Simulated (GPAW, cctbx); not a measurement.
## By hand: from a DFT structure factor to an extinction distance in MgTlBr3

MgTlBr3, Pm-3m (no. 221), a = 5.3480 Å, b = 5.3480 Å, c = 5.3480 Å, α = 90.00°, β = 90.00°, γ = 90.00°.

| atom | mult. | x | y | z |
| --- | --- | --- | --- | --- |
| Tl1 | 1 | 0 | 0 | 0 |
| Br1 | 3 | 1/2 | 1/2 | 0 |
| Mg1 | 1 | 1/2 | 1/2 | 1/2 |

The start was made by putting kin elements into a known structure type; the compound need not exist, or be stable, in this form.

A DFT run (GPAW, PBE, 450 eV, 4×4×4 k-points, Fermi–Dirac width 0.05 eV) gives the static X-ray structure factor of 011 as 52.820 e for the conventional cell; superposed free atoms give 53.196 e. **Problem.** Find the Fourier component V of the crystal potential and the two-beam extinction distance at 300 kV in both cases.

## 1. Geometry

The cell volume is Ω = 152.96 Å³ and d(011) = 3.7816 Å, so g = 1/d = 0.2644 Å⁻¹.

## 2. The nuclei

Electrons feel nuclei as well as electrons, so the nuclear charges are summed with the same phases.

Phase sums Σ exp(2πi h·x), turned so that the total is real and positive: Tl +1.000, Br -1.000, Mg +1.000. Then F_Z = 81 × (+1.000) + 35 × (-1.000) + 12 × (+1.000) = 58.00 e. The electron term has the same sign for this reflection.

## 3. Mott–Bethe

Poisson's equation, term by term, gives V = (e/4πε₀)(F_Z − F)/(πΩg²), with e/4πε₀ = 14.3996 V Å.

The prefactor is 14.3996 × 3.7816²/(π × 152.96) = 0.42853 V per electron. Free atoms: (58.00 − 53.196) × 0.42853 = 2.059 V. Crystal: (58.00 − 52.820) × 0.42853 = 2.220 V. F changes by -0.71 % and V by +7.8 %: the same 0.38 e is measured against F_Z − F = 4.8 e in place of F = 53.2 e.

## 4. Extinction distance

In the two-beam case ξ = 1/(λU) with U = 2γm₀eV/h², that is ξ = 150.41 V Å²/(γλV).

At 300 kV, λ = 0.01969 Å and γ = 1.5871. Free atoms: ξ = 2338 Å. Crystal: ξ = 2169 Å. The thickness fringes go as sin²(πt/ξ), so the two patterns slip by a quarter of a period when t|1/ξ₁ − 1/ξ₀| = 1/4, at t ≈ 747 nm. Thermal motion, absorption and many-beam coupling, left out here, change a real pattern.

## 5. Answer

V(011) is 2.22 V against 2.06 V, and ξ is 2169 against 2338 Å. Limits: static atoms, two beams.
